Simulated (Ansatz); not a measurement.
# Quasiparticle gap of CS2NF5 (P-1)

How far does one-shot GW move the HSE06 gap of CS2NF5 (P-1)?

Calculated with Ansatz 0.2.0; HSE06, then G0W0 on it, plane waves, PAW.

### Step 1. The starting structure

The cell holds 18 atoms: 2 C, 4 S, 2 N and 10 F. Cell: a = 4.851 Å, b = 7.407 Å, c = 7.946 Å, α = 97.5°, β = 90.7°, γ = 91.9°. It derives from CS2NF5.

Geometry: measured cell, ions relaxed with PBE. The runs that relaxed it are not among those shown.

The logs state that the PAW files were generated under PBE.

### Step 2. HSE06 levels on the mesh and at listed points

HSE06 mixes in a quarter of exact exchange at short range.

This step: DFT, HSE06, plane waves, PAW; PAW set soft_1.

input.yaml

```yaml
crystal:
  lattice:
    - [4.851, 0.0, 0.0]
    - [-0.2429962821, 7.4030130222, 0.0]
    - [-0.0929160701, -1.0366422871, 7.8775412009]
  atoms:
    - { symbol: C, position: [0.3704668563, 0.511281436, 0.7789674265] }
    - { symbol: C, position: [0.6295331437, 0.488718564, 0.2210325735] }
    - { symbol: S, position: [0.5069110792, 0.6743134807, 0.7030080864] }
    - { symbol: S, position: [0.4930889208, 0.3256865193, 0.2969919136] }
    - { symbol: S, position: [0.1123244275, 0.1912861656, 0.7728123248] }
    - { symbol: S, position: [0.8876755725, 0.8087138344, 0.2271876752] }
    - { symbol: "N", position: [0.2695326305, 0.3914099602, 0.8545470961] }
    - { symbol: "N", position: [0.7304673695, 0.6085900398, 0.1454529039] }
    - { symbol: F, position: [0.9498932602, 0.2824875867, 0.6277270521] }
    - { symbol: F, position: [0.0501067398, 0.7175124133, 0.3722729479] }
    - { symbol: F, position: [0.2661306003, 0.0907955868, 0.9117928285] }
    - { symbol: F, position: [0.7338693997, 0.9092044132, 0.0882071715] }
    - { symbol: F, position: [0.9605213198, -0.0004253749, 0.7012299471] }
    - { symbol: F, position: [0.0394786802, 1.0004253749, 0.2987700529] }
    - { symbol: F, position: [0.860244641, 0.2319621255, 0.89906027] }
    - { symbol: F, position: [0.139755359, 0.7680378745, 0.10093973] }
    - { symbol: F, position: [0.3582205304, 0.1401040865, 0.6410071536] }
    - { symbol: F, position: [0.6417794696, 0.8598959135, 0.3589928464] }
kpoints:
  mp_grid: { grid: [4, 2, 2] }
  band_path:
    path:
      - [0.0, 0.0, 0.0]
      - [-0.5, 0.0, 0.0]
      - [0.0, 0.0, -0.5]
      - [0.0, -0.5, 0.0]
      - [0.5, -0.5, 0.5]
      - [0.0, -0.5, 0.5]
      - [0.5, -0.5, 0.0]
      - [-0.5, 0.0, 0.5]
      - [0.0, -0.5, 0.25]
      - [0.1666666667, 0.25, 0.25]
    npoints: 1
hamiltonian:
  xc: hse06
  pseudopotentials: { kind: paw, azcp: { folder: soft_1 } }
scf:
  occupations: { method: fixed }
  n_extra_bands: 10
output:
  eigenvalues: true
```

Run with:

```console
ansatz run input.yaml --threads 2 --pin off --max-ram 92160MiB --backend cuda --events-out ev --progress --plain --runs-dir out --devices 1 --max-vram 13GiB
```

Numbers of over 12 decimals in the logs are rounded to 6 here.

Output:

```text
scf.n_extra_bands = 10 over 56 filled bands (N_el = 112.0): the run solves 66 bands
GPUs: using 1 of 1 available (devices: 1).
Engine: ansatz 0.2.0, x86_64-unknown-linux-gnu
Pseudopotentials: kind: paw
Pseudopotential: C, paw, valence charge 4, recommended cutoff 420 eV (normal), soft_1/C.paw.azcp
Pseudopotential: S, paw, valence charge 6, recommended cutoff 420 eV (normal), soft_1/S.paw.azcp
Pseudopotential: N, paw, valence charge 5, recommended cutoff 420 eV (normal), soft_1/N.paw.azcp
Pseudopotential: F, paw, valence charge 7, recommended cutoff 420 eV (normal), soft_1/F.paw.azcp
Functional definition: HSE06
  parameter a = 0.25
  parameter omega = 0.11/bohr
  exchange = pbe_x - a*pbe_x_sr(omega) + a*exact_x_sr(omega)
  correlation = pbe_c
davidson cushion auto → on  (no smearing: the cushion is to keep the highest requested band from converging to the state above it; pin scf.eigensolver.cushion to override)
device memory: the entry about to start is reckoned to put 3.1 GiB on a device that reports 44.3 GiB free (of which the cap on the GPU budget leaves the run 13.0 GiB)
GPU FFT provider: cuFFT
GPU libraries: cuBLAS 13.8.2, cuFFT 12.4.0, cuSOLVER 12.3.4
Crystal: 18 atoms, lattice volume = 282.898 Å³
Basis set: ecut = 420 eV, 5521 PW (Γ)
Bands: 66, of which v1, the nominal top of the filled ones, is band 56 counted from 1 (55 counted from 0)
Symmetry: 2 space group operations
Space group: P-1 (ITA 2), of the structure as read, at distance tolerance 6.6e-5 Å
k-points: 12 of 16
Non-local potential: C, projectors of the file, l = 0: 2, l = 1: 2, l = 2: 1
Non-local potential: S, projectors of the file, l = 0: 2, l = 1: 2, l = 2: 1
Non-local potential: N, projectors of the file, l = 0: 2, l = 1: 2, l = 2: 1
Non-local potential: F, projectors of the file, l = 0: 2, l = 1: 2, l = 2: 1
PAW form: soft (Blöchl's): semilocal exchange-correlation on the pseudo side does not see the compensation charge
PAW frozen core: C, regenerated for the run's functional, and the local potential with it (the file was generated under x = pbe(κ = 0.804, μ = 0.219515), c = pbe(β = 0.066725))
PAW frozen core: S, regenerated for the run's functional, and the local potential with it (the file was generated under x = pbe(κ = 0.804, μ = 0.219515), c = pbe(β = 0.066725))
PAW frozen core: N, regenerated for the run's functional, and the local potential with it (the file was generated under x = pbe(κ = 0.804, μ = 0.219515), c = pbe(β = 0.066725))
PAW frozen core: F, regenerated for the run's functional, and the local potential with it (the file was generated under x = pbe(κ = 0.804, μ = 0.219515), c = pbe(β = 0.066725))
PAW one-centre angular grid: C, 110 points (default); XC on 64 Gauss nodes
PAW one-centre angular grid: S, 110 points (default); XC on 64 Gauss nodes
PAW one-centre angular grid: N, 110 points (default); XC on 64 Gauss nodes
PAW one-centre angular grid: F, 110 points (default); XC on 64 Gauss nodes
Initial density: superposition of atomic densities (chi_scale 0.1, normalization cell, long waves 74 % of neutral atoms (reshape's long-wave potential 1.74 eV rms, cloud 1.62 Å wide))
Initial wavefunctions: pseudopotential atomic-orbital guess
GPU buffer pool allocated for 97200 grid points (all kernels)
GPU transforms: local potential and band sums: pruned to the plane-wave sphere, on 36×50×54
Functional: x = pbe(κ = 0.804, μ = 0.219515), c = pbe(β = 0.066725), warm-up for x = pbe(κ = 0.804, μ = 0.219515) + 0.25 (exact − pbe) at short range (hse, ω = 0.207870 Å⁻¹), c = pbe(β = 0.066725); HSE06 as pw.x's `hse` composes it (authors' and Libxc's form: `xc: wpbeh`)
SCF iter   1: F=—  HF=-12965.347442 eV  |F-HF|=—  |Δ(HF+E_count)|=         —  Δρ=1.11e-1  dr2=4.89e1  ethr=1.00e-1  ⟨swp⟩=5.4  Hψ=2683  notcnv=0
preconditioner: auto → none  [insulator: Δε(μ)=1.918 eV  Ē_g=13.185 eV  n_scr=62 (ndim 8)  ℏωp=23.4 eV  f_vac=0.182]
SCF iter   2: F=—  HF=-12957.778609 eV  |F-HF|=—  |Δ(HF+E_count)|=    7.57e0  Δρ=8.29e-2  dr2=3.26e1  ethr=4.36e-2  ⟨swp⟩=4.2  Hψ=2087  notcnv=0
iter 3 solved again at ethr=2.04e-3 eV; its pass at ethr=2.91e-2 eV (dr2=2.29e0 eV) is discarded
SCF iter   3: F=—  HF=-12951.124725 eV  |F-HF|=—  |Δ(HF+E_count)|=    6.65e0  Δρ=3.33e-2  dr2=2.37e0  ethr=2.04e-3  ⟨swp⟩=3.1  Hψ=3764  notcnv=0
SCF iter   4: F=—  HF=-12950.710605 eV  |F-HF|=—  |Δ(HF+E_count)|=   4.14e-1  Δρ=1.67e-2  dr2=2.45e-1  ethr=2.04e-3  ⟨swp⟩=3.1  Hψ=1858  notcnv=0
SCF iter   5: F=—  HF=-12950.701605 eV  |F-HF|=—  |Δ(HF+E_count)|=   9.00e-3  Δρ=5.95e-3  dr2=4.16e-2  ethr=2.18e-4  ⟨swp⟩=3.7  Hψ=1943  notcnv=0  defer=1
SCF iter   6: F=—  HF=-12950.700310 eV  |F-HF|=—  |Δ(HF+E_count)|=   1.29e-3  Δρ=1.61e-3  dr2=2.96e-3  ethr=3.71e-5  ⟨swp⟩=3.5  Hψ=1978  notcnv=0
SCF iter   7: F=-12950.700499 eV  HF=-12950.700586 eV  |F-HF|=8.69e-5  |Δ(HF+E_count)|=   2.76e-4  Δρ=4.50e-4  dr2=3.08e-4  ethr=2.64e-6  ⟨swp⟩=3.7  Hψ=2367  notcnv=0
SCF 1 stopped early in 7 iterations: F = -12950.700499 eV  dr2 = 3.08e-4
  greatest PAW one-centre occupation: 0.936 electrons in one spin orbital (limit 2), on the F atom at site 11 (counted from 0), in its partial waves of l = 0
device memory: the entry about to start is reckoned to put 4.0 GiB (of the 4.1 GiB reckoned in all, the device holds 0.1 GiB already) on a device that reports 42.9 GiB free (of which the cap on the GPU budget leaves the run 12.9 GiB)
GPU FFT provider: cuFFT
GPU libraries: cuBLAS 13.8.2, cuFFT 12.4.0, cuSOLVER 12.3.4
Initial density: handed on by an earlier stage of this run
Initial wavefunctions: those handed on with the density
GPU buffer pool allocated for 97200 grid points (all kernels)
GPU transforms: local potential and band sums: pruned to the plane-wave sphere, on 36×50×54
Functional: x = pbe(κ = 0.804, μ = 0.219515) + 0.25 (exact − pbe) at short range (hse, ω = 0.207870 Å⁻¹), c = pbe(β = 0.066725); HSE06 as pw.x's `hse` composes it (authors' and Libxc's form: `xc: wpbeh`)
Exchange kernel: α = 0.2500, screened, ω = 0.2079 Å⁻¹, Wigner–Seitz truncation, v(0) = 1034.8750 eV·Å³, q-mesh 4×2×2, nearest image of the exchange supercell L = 14.81 Å, pair-density grid 24×36×40, without the augmentation charges, whose exchange is taken in its separable form by FFT convolution over the k-point mesh (sized by the pseudopotential files, 36×50×54 at the most), smooth part of the exact exchange by density-matrix convolution in up to 4.88 GiB of GPU memory as planned if the GPU has room (build and FFT work areas not counted)
Frozen-core exchange: fock
SCF iter   1: F=—  HF=-12949.564556 eV  |F-HF|=—  |Δ(HF+E_count)|=         —  Δρ=9.53e-3  dr2=2.71e-1  ethr=2.75e-6  ⟨swp⟩=9.4  Hψ=4569  notcnv=0
preconditioner: auto → none  [insulator: Δε(μ)=4.302 eV  Ē_g=14.159 eV  n_scr=62 (ndim 8)  ℏωp=21.2 eV  f_vac=0.228]
SCF iter   2: F=—  HF=-12949.490827 eV  |F-HF|=—  |Δ(HF+E_count)|=   7.37e-2  Δρ=4.60e-3  dr2=3.99e-2  ethr=2.75e-6  ⟨swp⟩=5.2  Hψ=3582  notcnv=0
SCF iter   3: F=—  HF=-12949.521629 eV  |F-HF|=—  |Δ(HF+E_count)|=   3.08e-2  Δρ=2.14e-3  dr2=5.44e-3  ethr=2.75e-6  ⟨swp⟩=5.0  Hψ=3015  notcnv=0
SCF iter   4: F=—  HF=-12949.519648 eV  |F-HF|=—  |Δ(HF+E_count)|=   1.98e-3  Δρ=7.82e-4  dr2=9.46e-4  ethr=2.75e-6  ⟨swp⟩=3.0  Hψ=1932  notcnv=0
SCF iter   5: F=—  HF=-12949.519411 eV  |F-HF|=—  |Δ(HF+E_count)|=   2.36e-4  Δρ=2.32e-4  dr2=6.61e-4  ethr=6.10e-7  ⟨swp⟩=3.0  Hψ=2067  notcnv=0
SCF iter   6: F=—  HF=-12949.522540 eV  |F-HF|=—  |Δ(HF+E_count)|=   3.13e-3  Δρ=6.23e-4  dr2=1.25e-3  ethr=7.46e-8  ⟨swp⟩=5.6  Hψ=3279  notcnv=0
SCF iter   7: F=-12949.522164 eV  HF=-12949.522196 eV  |F-HF|=3.24e-5  |Δ(HF+E_count)|=   3.44e-4  Δρ=1.11e-4  dr2=4.37e-5  ethr=7.46e-8  ⟨swp⟩=4.0  Hψ=3024  notcnv=0
SCF 2 stopped early in 7 iterations: F = -12949.522164 eV  dr2 = 4.37e-5
  greatest PAW one-centre occupation: 0.938 electrons in one spin orbital (limit 2), on the F atom at site 11 (counted from 0), in its partial waves of l = 0
hybrid outer 1: dexx = +5.027e-2 eV, tail = 1.84e-4 eV
GPU FFT provider: cuFFT
GPU libraries: cuBLAS 13.8.2, cuFFT 12.4.0, cuSOLVER 12.3.4
GPU buffer pool allocated for 97200 grid points (all kernels)
GPU transforms: local potential and band sums: pruned to the plane-wave sphere, on 36×50×54
Exchange kernel: α = 0.2500, screened, ω = 0.2079 Å⁻¹, Wigner–Seitz truncation, v(0) = 1034.8750 eV·Å³, q-mesh 4×2×2, nearest image of the exchange supercell L = 14.81 Å, pair-density grid 24×36×40, without the augmentation charges, whose exchange is taken in its separable form by FFT convolution over the k-point mesh (sized by the pseudopotential files, 36×50×54 at the most), smooth part of the exact exchange by density-matrix convolution in up to 4.88 GiB of GPU memory as planned if the GPU has room (build and FFT work areas not counted)
Frozen-core exchange: fock
SCF iter   1: F=—  HF=-12949.522687 eV  |F-HF|=—  |Δ(HF+E_count)|=         —  Δρ=9.79e-5  dr2=2.18e-5  ethr=8.23e-7  ⟨swp⟩=5.2  Hψ=1892  notcnv=0
preconditioner: auto → none  [insulator: Δε(μ)=4.269 eV  Ē_g=14.063 eV  n_scr=62 (ndim 8)  ℏωp=21.2 eV  f_vac=0.239]
iter 2 solved again at ethr=1.45e-9 eV; its pass at ethr=1.79e-8 eV (dr2=1.62e-6 eV) is discarded
SCF iter   2: F=—  HF=-12949.522682 eV  |F-HF|=—  |Δ(HF+E_count)|=   4.62e-6  Δρ=3.17e-5  dr2=2.48e-6  ethr=1.45e-9  ⟨swp⟩=2.7  Hψ=4079  notcnv=0
SCF iter   3: F=—  HF=-12949.522686 eV  |F-HF|=—  |Δ(HF+E_count)|=   3.82e-6  Δρ=2.50e-5  dr2=2.76e-6  ethr=1.45e-9  ⟨swp⟩=6.4  Hψ=2581  notcnv=0  defer=28
SCF iter   4: F=-12949.522685 eV  HF=-12949.522685 eV  |F-HF|=6.55e-8  |Δ(HF+E_count)|=   6.32e-7  Δρ=7.04e-6  dr2=9.22e-8  ethr=1.45e-9  ⟨swp⟩=3.0  Hψ=2021  notcnv=0
SCF 3 converged in 4 iterations: F = -12949.522685 eV  dr2 = 9.22e-8
hybrid outer 2: dexx = +4.732e-6 eV, tail = 2.50e-7 eV, Δε = 2.83e-3 eV (about 1.19e-4 eV left of the loop's levels)
the search or the solves at the SCF's close seem to have found levels that the self-consistency loop had missed (the run counts 2). By its estimate they hold under 1e-12 electrons; where the run keeps them, the occupations were computed again with them
device memory: the entry about to start is reckoned to put 1.6 GiB on a device that reports 36.9 GiB free (of which the cap on the GPU budget leaves the run 13.0 GiB)
NSCF: frozen V_eff on 10 k-points
hybrid SCF converged: 2 outer / 11 inner (+7 warm-up), last move |dexx| = 4.73e-6 eV, tail = 2.50e-7 eV
Stability not checked: this state was not tested for a lower state beside it, because the functional holds exact exchange (a hybrid, or Hartree-Fock), whose exchange loop this test does not read (fock_operator; see scf.lower_state_search)
Free energy (F): -12949.522686 eV
Frozen-core exchange: fock
Harris-Foulkes:  -12949.522686 eV  (|F-HF|=6.55e-8)
Internal energy: -12949.522686 eV  (E = F + TS)
E sigma→0 (E₀):  -12949.522686 eV
Fermi energy:    -0.016645 eV
--- Per-component energies (eV) ---
  E_band       = -1187.224990
  E_kinetic    = 2850.360895
  E_local      = -11000.816074  (includes V_loc(G=0)·N_el)
  E_nonlocal   = 1102.191843
  E_hartree    = 4244.645926
  E_xc         = -1065.637876
  E_vxc        = -1252.195550  (∫ρ·V_xc dr)
  E_exx        = -354.016156  (= α·E_x^exact, valence–valence)
  E_paw        = -4847.007267  (= ΣΔE_a)
  E_vpaw       = -668.050017  (= ΣTr[D̂ρ^β])
  E_aug_tail   = 0.008922  (compensation charges beyond the density's cutoff)
  E_ewald      = -3878.498795
  E_core_change = -0.754102  (= ΣΔE_core)
  E_smearing   = -0.000000  (= −TS)
  E_closure    = -0.000000  (closes the sum)
  Σ components = -12949.522686   (vs F -12949.522686, Δ=1.82e-12)
--- Band table (eV; the first three rows and the last of 12) ---
  k-point 0: bands = [... 52 lower, -0.7673, -0.6597, -0.0907, -0.0374, 4.2937, 4.5833, 5.9891, 6.1632, ... 6 higher]
  k-point 1: bands = [... 52 lower, -0.9330, -0.3716, -0.1538, -0.0842, 4.3372, 4.5424, 5.9429, 6.1375, ... 6 higher]
  k-point 2: bands = [... 52 lower, -0.7521, -0.6842, -0.0355, -0.0166, 4.3439, 4.3712, 6.1319, 6.1620, ... 6 higher]
  k-point 11: bands = [... 52 lower, -1.0921, -0.2552, -0.1652, -0.1299, 4.4277, 4.4446, 6.1703, 6.1735, ... 6 higher]
```

Run time: 64 s. Hardware: 1 × NVIDIA H100 80GB HBM3 (shared by 6 runs) with 2 threads of AMD EPYC 7R13 (Zen 3), shared host; peak memory 1.5 GiB; 93 s of CPU time.

The column dr2 measures how far the density is from self-consistency, as an energy; F and HF (Harris–Foulkes) agree once it is small.

This step gave:

- gap: 4.209 eV
- valence top at: k = (0.000, -0.500, 0.250)
- conduction bottom at: k = (0.167, 0.250, 0.250)
- least direct gap: 4.263 eV
- exact-exchange fraction: 0.25

Over mesh and listed points the gap is 4.209 eV, from k = (0.000, -0.500, 0.250) to k = (0.167, 0.250, 0.250). The least direct gap found is 4.263 eV, at k = (0.167, 0.250, 0.250). On the 4×2×2 mesh alone the same run gives 4.268 eV, so that mesh misses an edge of HSE06: 4.268 − 4.209 = +0.059 eV.

(Continued in part 2 of 2.)

[Paths, hosts, dates, memory and timing lines, banners, echoed tables and standing remarks are left out of the program output.]

[Logs are printed without paths, hosts, clocks, repeated set-up lines and the standing remarks that a program may print on its own settings, such as how far it seeks lower states.]

[Runs of the session that timed out or met a known fault of the program may be left out.]

[Cells called generated may have been cut or substituted from an entry of the Crystallography Open Database or the Materials Project.]

[Hosts, paths, dates, database ids (printed as entryN), source tags and the programs' standing remarks are cut or masked in the printed files.]

[Where an RPA ε∞ is given, it is that of the G0W0 mesh and is not shown converged in it. Names of k-points follow the symmetry that the program found, which can be lower than the space group named. Band edges on a path are those of the sampled points; other points can move an edge, and change direct to indirect where valleys lie close.]

[Hybrid gaps are those of their k-mesh and are not shown converged in it.]
